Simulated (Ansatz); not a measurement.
# A convergence test on MoS2 (P6_3/mmc): k mesh of the density

Wanted: the cheapest k mesh of the density that holds the PBE gap of MoS2 (P6_3/mmc).

Main program and level: Ansatz 0.2.0; DFT, PBE, plane waves, PAW.

The database entry behind the starting cell differs from later determinations by our own check (about 0.3 % long), so it need not match the best structure at ambient conditions.

### 1. Starting point

The structure is hexagonal, space group P6_3/mmc (No. 194). The conventional cell has a = 3.169 Å, b = 3.169 Å, c = 12.324 Å, α = 90.00°, β = 90.00°, γ = 120.00°. Mo has 6 S at 2.41 Å nearest. Nearest to S lie 3 Mo at 2.41 Å. Farther neighbours and most contacts between anions are not listed.

The cell and positions come from the Crystallography Open Database and are kept as given unless a step says otherwise. The default PAW set here is soft_2. Its files were made with PBE.

### 2. k mesh of the density: 3×3×1

The input, input.yaml:

```yaml
crystal:
  lattice:
    - [3.169, 0.0, 0.0]
    - [-1.5845, 2.7444345046, 0.0]
    - [0.0, 0.0, 12.324]
  atoms:
    - { symbol: Mo, position: [0.3333333333, 0.6666666667, 0.25] }
    - { symbol: Mo, position: [0.6666666667, 0.3333333333, 0.75] }
    - { symbol: S, position: [0.3333333333, 0.6666666667, 0.623] }
    - { symbol: S, position: [0.6666666667, 0.3333333333, 0.123] }
    - { symbol: S, position: [0.3333333333, 0.6666666667, 0.877] }
    - { symbol: S, position: [0.6666666667, 0.3333333333, 0.377] }
kpoints:
  mp_grid: { grid: [3, 3, 1] }
  band_path:
    path:
      - [0.0, 0.0, 0.0]
      - [0.5, 0.0, 0.0]
      - [0.33333333, 0.33333333, 0.0]
      - [0.0, 0.0, 0.5]
      - [0.5, 0.0, 0.5]
      - [0.33333333, 0.33333333, 0.5]
      - [0.1666666667, 0.1666666667, 0.0]
    npoints: 1
hamiltonian:
  xc: pbe
scf:
  occupations: { method: fixed }
  n_extra_bands: 6
output:
  eigenvalues: true
```

Started as:

```bash
> ansatz run input.yaml --threads 3 --pin off --max-ram 92160MiB --backend cuda --events-out ev --progress --plain --runs-dir out --devices 1 --max-vram 13GiB  # rebuilt from the run's record
```

Numbers of over 12 decimals in the logs are rounded to 6 here.

The log of the run:

```text
scf.n_extra_bands = 6 over 26 filled bands (N_el = 52.0): the run solves 32 bands
GPUs: using 1 of 1 available (devices: 1).
Engine: ansatz 0.2.0, x86_64-unknown-linux-gnu
Pseudopotentials: kind: paw
Pseudopotential: Mo, paw, valence charge 14, recommended cutoff 420 eV (normal), Mo.paw.azcp
Pseudopotential: S, paw, valence charge 6, recommended cutoff 420 eV (normal), S.paw.azcp
Functional definition: PBE
  parameter kappa = 0.804
  parameter beta = 0.066725
  exchange = pbe_x(kappa = kappa, mu = beta*pi^2/3)
  correlation = pbe_c(beta = beta)
device memory: the entry about to start is reckoned to put 2.4 GiB on a device that reports 44.4 GiB free (of which the cap on the GPU budget leaves the run 13.0 GiB)
GPU FFT provider: cuFFT
GPU libraries: cuBLAS 13.8.2, cuFFT 12.4.0, cuSOLVER 12.3.4
Crystal: 6 atoms, lattice volume = 107.183 Å³
Basis set: ecut = 420 eV, 2081 PW (Γ)
Bands: 32, of which v1, the nominal top of the filled ones, is band 26 counted from 1 (25 counted from 0)
Symmetry: 24 space group operations
Space group: P63/mmc (ITA 194), of the structure as read, at distance tolerance 4.8e-5 Å
k-points: 3 of 9
Non-local potential: Mo, projectors of the file, l = 0: 3, l = 1: 2, l = 2: 2, l = 3: 1
Non-local potential: S, projectors of the file, l = 0: 2, l = 1: 2, l = 2: 2
PAW form: soft (Blöchl's): semilocal exchange-correlation on the pseudo side does not see the compensation charge
PAW one-centre angular grid: Mo, 590 points (default); XC on 64 Gauss nodes
PAW one-centre angular grid: S, 110 points (default); XC on 64 Gauss nodes
Initial density: superposition of atomic densities (neutral atoms: chi_scale 0, normalization atom), corrected by the library's trained network
Initial wavefunctions: pseudopotential atomic-orbital guess
GPU buffer pool allocated for 51840 grid points (all kernels)
GPU transforms: local potential and band sums: pruned to the plane-wave sphere, on 24×24×81
Functional: x = pbe(κ = 0.804, μ = 0.219515), c = pbe(β = 0.066725)
SCF iter   1: F=—  HF=-13525.522393 eV  |F-HF|=—  |Δ(HF+E_count)|=         —  Δρ=7.99e-3  dr2=7.84e-2  ethr=1.77e-3  ⟨swp⟩=5.0  Hψ=353  notcnv=0  defer=7
preconditioner: auto → Resta (q_TF=auto, 2.418 Å⁻¹)  ε∞=8.6  [insulator: Δε(μ)=1.052 eV  Ē_g=7.792 eV  n_scr=26 (ndim 8)  ℏωp=21.5 eV  f_vac=0.016  ε∞_Penn≈8.6]
SCF iter   2: F=—  HF=-13525.521520 eV  |F-HF|=—  |Δ(HF+E_count)|=   8.73e-4  Δρ=4.01e-3  dr2=1.09e-2  ethr=1.51e-4  ⟨swp⟩=2.3  Hψ=149  notcnv=0  defer=12
SCF iter   3: F=—  HF=-13525.522954 eV  |F-HF|=—  |Δ(HF+E_count)|=   1.43e-3  Δρ=2.25e-3  dr2=2.00e-3  ethr=2.09e-5  ⟨swp⟩=2.0  Hψ=132  notcnv=0  defer=12
SCF iter   4: F=—  HF=-13525.524571 eV  |F-HF|=—  |Δ(HF+E_count)|=   1.62e-3  Δρ=6.83e-4  dr2=1.80e-4  ethr=3.84e-6  ⟨swp⟩=2.3  Hψ=146  notcnv=0  defer=12
SCF iter   5: F=—  HF=-13525.524732 eV  |F-HF|=—  |Δ(HF+E_count)|=   1.61e-4  Δρ=1.00e-4  dr2=5.92e-6  ethr=3.46e-7  ⟨swp⟩=2.0  Hψ=134  notcnv=0  defer=5
SCF iter   6: F=—  HF=-13525.524819 eV  |F-HF|=—  |Δ(HF+E_count)|=   8.66e-5  Δρ=1.20e-5  dr2=2.11e-7  ethr=1.14e-8  ⟨swp⟩=2.3  Hψ=153  notcnv=0  defer=3
SCF iter   7: F=-13525.524819 eV  HF=-13525.524819 eV  |F-HF|=2.10e-8  |Δ(HF+E_count)|=   3.11e-7  Δρ=2.79e-6  dr2=1.25e-8  ethr=1.92e-10  ⟨swp⟩=7.7  Hψ=315  notcnv=0
SCF 1 converged in 7 iterations: F = -13525.524819 eV  dr2 = 1.25e-8
[...]
device memory: the entry about to start is reckoned to put 1.6 GiB on a device that reports 44.3 GiB free (of which the cap on the GPU budget leaves the run 13.0 GiB)
NSCF: frozen V_eff on 7 k-points
SCF converged after 7 iterations
Free energy (F): -13525.524819 eV
Harris-Foulkes:  -13525.524819 eV  (|F-HF|=2.10e-8)
Internal energy: -13525.524819 eV  (E = F + TS)
E sigma→0 (E₀):  -13525.524819 eV
Fermi energy:    10.909236 eV
--- Per-component energies (eV) ---
  E_band       = -310.294203
  E_kinetic    = 1312.403034
  E_local      = -3926.013495  (includes V_loc(G=0)·N_el)
  E_nonlocal   = 398.858341
  E_hartree    = 1510.755317
  E_xc         = -757.066323
  E_vxc        = -810.120268  (∫ρ·V_xc dr)
  E_paw        = -8803.245329  (= ΣΔE_a)
  E_vpaw       = -306.936530  (= ΣTr[D̂ρ^β])
  E_aug_tail   = 0.000083  (compensation charges beyond the density's cutoff)
  E_ewald      = -3261.216446
  E_smearing   = -0.000000  (= −TS)
  E_closure    = 0.000000  (closes the sum)
  Σ components = -13525.524819   (vs F -13525.524819, Δ=0.00e0)
--- Band table (eV) ---
  k-point 0: bands = [... 22 lower, 8.7923, 9.7003, 9.7714, 10.9092, 13.0101, 13.0101, 13.0368, 13.0368, ... 2 higher]
  k-point 1: bands = [... 22 lower, 8.8443, 8.9663, 9.1473, 9.4025, 12.3312, 12.4631, 12.6170, 13.0415, ... 2 higher]
  k-point 2: bands = [... 22 lower, 8.1978, 8.1978, 10.2142, 10.3757, 12.0019, 12.0019, 12.7528, 13.7875, ... 2 higher]
```

The job ended after 3.7 s (1 × NVIDIA H100 80GB HBM3 (shared by 6 runs) with 3 threads of AMD EPYC 7R13 (Zen 3), shared host; peak memory 0.92 GiB; 3 s of CPU time).

The column dr2 measures how far the density is from self-consistency, as an energy; F and HF (Harris–Foulkes) agree once it is small.

This step gave:

```yaml
gap: 0.9129 eV
valence_top_at: Γ
conduction_bottom_at: k = (0.167, 0.167, 0.000)
least_direct_gap: 1.626 eV
```

The gap is indirect, with the least direct gap 0.71 eV higher.

### 3. k mesh of the density: 6×6×2

input.yaml, as its differences from that of step 2:

```diff
@@ -13,3 +13,3 @@
 kpoints:
-  mp_grid: { grid: [3, 3, 1] }
+  mp_grid: { grid: [6, 6, 2] }
   band_path:
```

The log of the run:

```text
[...]
GPUs: using 1 of 1 available (devices: 1).
[...]
GPU FFT provider: cuFFT
GPU libraries: cuBLAS 13.8.2, cuFFT 12.4.0, cuSOLVER 12.3.4
Crystal: 6 atoms, lattice volume = 107.183 Å³
Basis set: ecut = 420 eV, 2081 PW (Γ)
Bands: 32, of which v1, the nominal top of the filled ones, is band 26 counted from 1 (25 counted from 0)
[... 1 set-up line as in the run before ...]
[...]
k-points: 14 of 72
[...]
--- Band table (eV; the first three rows and the last of 14) ---
  k-point 0: bands = [... 22 lower, 8.7669, 9.7117, 9.7496, 10.8968, 12.9944, 12.9944, 13.0224, 13.0224, ... 2 higher]
  k-point 1: bands = [... 22 lower, 8.7436, 8.7436, 10.6302, 10.6302, 12.9998, 12.9998, 12.9998, 12.9998, ... 2 higher]
  k-point 2: bands = [... 22 lower, 8.8399, 9.7099, 9.7325, 10.1259, 12.3854, 12.7493, 12.7590, 12.9531, ... 2 higher]
  k-point 13: bands = [... 22 lower, 8.0256, 8.0256, 10.2018, 10.2018, 11.9456, 11.9456, 13.1987, 13.1987, ... 2 higher]
[key lines of the parts left out:]
SCF converged after 7 iterations
Free energy (F): -13525.540647 eV
Fermi energy:    10.896774 eV
```

Elapsed: 2.9 s, on 1 × NVIDIA H100 80GB HBM3 (shared by 6 runs) with 3 threads; peak memory 0.92 GiB; 3 s of CPU time.

Numbers from this step:

- gap: 0.8857 eV
- valence top at: Γ
- conduction bottom at: k = (0.167, 0.167, 0.000)
- least direct gap: 1.652 eV

The gap is 0.886 eV, −0.027 eV from the run before at this level.

### 4. k mesh of the density: 12×12×2 (the default)

input.yaml, the sections that differ from step 3:

```yaml
kpoints:
  mp_grid: { grid: [12, 12, 2] }
  band_path:
    path:
      - [[0.0, 0.0, 0.0], [0.5, 0.0, 0.0], [0.33333333, 0.33333333, 0.0], [0.0, 0.0, 0.0], [0.0, 0.0, 0.5], [0.5, 0.0, 0.5], [0.33333333, 0.33333333, 0.5], [0.0, 0.0, 0.5]]
      - [[0.5, 0.0, 0.5], [0.5, 0.0, 0.0]]
      - [[0.33333333, 0.33333333, 0.5], [0.33333333, 0.33333333, 0.0]]
    npoints: 10
scf:
  occupations: { method: fermi_dirac, width: 0.02 }
  n_extra_bands: 6
output:
  eigenvalues: true
  write_density: true
  write_potential: true
  elf: true
  volumetric_format: npy
# crystal, hamiltonian: as in step 3
```

The log of the run:

```text
[...]
GPUs: using 1 of 1 available (devices: 1).
[...]
GPU FFT provider: cuFFT
GPU libraries: cuBLAS 13.8.2, cuFFT 12.4.0, cuSOLVER 12.3.4
Crystal: 6 atoms, lattice volume = 107.183 Å³
Basis set: ecut = 420 eV, 2081 PW (Γ)
Bands: 32, of which v1, the nominal top of the filled ones, is band 26 counted from 1 (25 counted from 0)
[... 1 set-up line as in the run before ...]
[...]
k-points: 38 of 288
[...]
--- Band table (eV; the first three rows and the last of 38) ---
  k-point 0: bands = [... 22 lower, 8.7672, 9.7121, 9.7501, 10.8974, 12.9945, 12.9945, 13.0225, 13.0225, ... 2 higher]
  k-point 1: bands = [... 22 lower, 8.7439, 8.7439, 10.6308, 10.6308, 12.9999, 12.9999, 12.9999, 12.9999, ... 2 higher]
  k-point 2: bands = [... 22 lower, 8.8483, 9.7596, 9.8535, 10.6930, 12.8779, 12.9186, 12.9824, 13.0320, ... 2 higher]
  k-point 37: bands = [... 22 lower, 8.0259, 8.0259, 10.2004, 10.2004, 11.9460, 11.9460, 13.1987, 13.1987, ... 2 higher]
[key lines of the parts left out:]
SCF converged after 6 iterations
Free energy (F): -13525.541117 eV
Fermi energy:    11.321621 eV
```

The job ended after 4.6 s (1 × NVIDIA H100 80GB HBM3 (shared by 6 runs) with 3 threads; peak memory 0.95 GiB; 6.8 s of CPU time).

Numbers from this step:

```
gap                  : 0.8845 eV
valence top at       : Γ
conduction bottom at : k = (0.167, 0.167, 0.000)
least direct gap     : 1.654 eV
```

The gap is 0.884 eV, −0.001 eV from the run before at this level.

### 5. k mesh of the density: 12×12×4

input.yaml, the sections that differ from step 4:

```yaml
kpoints:
  mp_grid: { grid: [12, 12, 4] }
  band_path:
    path:
      - [0.0, 0.0, 0.0]
      - [0.5, 0.0, 0.0]
      - [0.33333333, 0.33333333, 0.0]
      - [0.0, 0.0, 0.5]
      - [0.5, 0.0, 0.5]
      - [0.33333333, 0.33333333, 0.5]
      - [0.1666666667, 0.1666666667, 0.0]
    npoints: 1
scf:
  occupations: { method: fixed }
  n_extra_bands: 6
output:
  eigenvalues: true
# crystal, hamiltonian: as in step 4
```

The log of the run:

```text
[...]
GPUs: using 1 of 1 available (devices: 1).
[...]
GPU FFT provider: cuFFT
GPU libraries: cuBLAS 13.8.2, cuFFT 12.4.0, cuSOLVER 12.3.4
Crystal: 6 atoms, lattice volume = 107.183 Å³
Basis set: ecut = 420 eV, 2081 PW (Γ)
Bands: 32, of which v1, the nominal top of the filled ones, is band 26 counted from 1 (25 counted from 0)
[... 1 set-up line as in the run before ...]
[...]
k-points: 57 of 576
[...]
--- Band table (eV; the first three rows and the last of 57) ---
  k-point 0: bands = [... 22 lower, 8.7671, 9.7121, 9.7501, 10.8973, 12.9945, 12.9945, 13.0225, 13.0225, ... 2 higher]
  k-point 1: bands = [... 22 lower, 8.7603, 9.0607, 10.2659, 10.8335, 12.9951, 12.9951, 13.0123, 13.0123, ... 2 higher]
  k-point 2: bands = [... 22 lower, 8.7438, 8.7438, 10.6308, 10.6308, 12.9998, 12.9998, 12.9998, 12.9998, ... 2 higher]
  k-point 56: bands = [... 22 lower, 8.0259, 8.0259, 10.2004, 10.2004, 11.9460, 11.9460, 13.1986, 13.1986, ... 2 higher]
[key lines of the parts left out:]
SCF converged after 6 iterations
Free energy (F): -13525.541263 eV
Fermi energy:    10.897333 eV
```

The job ended after 3.2 s (1 × NVIDIA H100 80GB HBM3 (shared by 6 runs) with 3 threads; peak memory 0.94 GiB; 4.3 s of CPU time).

This step gave:

| Property | Result |
| --- | --- |
| gap | 0.8845 eV |
| valence top at | Γ |
| conduction bottom at | k = (0.167, 0.167, 0.000) |
| least direct gap | 1.654 eV |

The gap is 0.884 eV, as in the run before at this level.

### 6. The series

Differences are against the last row; a negative gap means that bands overlap, and a run with a band path holds that path's time. Times are wall times on 1 × NVIDIA H100 80GB HBM3 (shared by 6 runs) with 3 threads of AMD EPYC 7R13 (Zen 3), shared host, good to a factor of about two.

```csv
k mesh of the density,gap (eV),direct gap (eV),gap error (eV),energy error (meV/atom),irreducible k,time
3×3×1,0.913,1.626,+0.028,+2.7,3,3.7 s
6×6×2,0.886,1.652,+0.001,+0.1,14,2.9 s
12×12×2,0.884,1.654,+0.000,+0.0,38,4.6 s
12×12×4,0.884,1.654,+0.000,+0.0,57,3.2 s
```

### 7. Outcome

```yaml
3x3x1: 0.913 eV
6x6x2: 0.886 eV
12x12x2: 0.884 eV
12x12x4: 0.884 eV
```

**Reading.** The gap holds to 0.02 eV from 6×6×2 on. At 3×3×1 the gap is off by +0.028 eV and the energy by +3 meV/atom. The gap is read over the mesh and added points near the edges, so meshes differ mainly through the density and, for a hybrid, the exchange operator.

[Paths, hosts, dates, memory and timing lines, banners, echoed tables and standing remarks are left out of the program output.]

[Logs are printed without paths, hosts, clocks, repeated set-up lines and the standing remarks that a program may print on its own settings, such as how far it seeks lower states.]

[Runs of the session that timed out or met a known fault of the program may be left out.]

[Cells called generated may have been cut or substituted from an entry of the Crystallography Open Database or the Materials Project.]

[Hosts, paths, dates, database ids (printed as entryN), source tags and the programs' standing remarks are cut or masked in the printed files.]
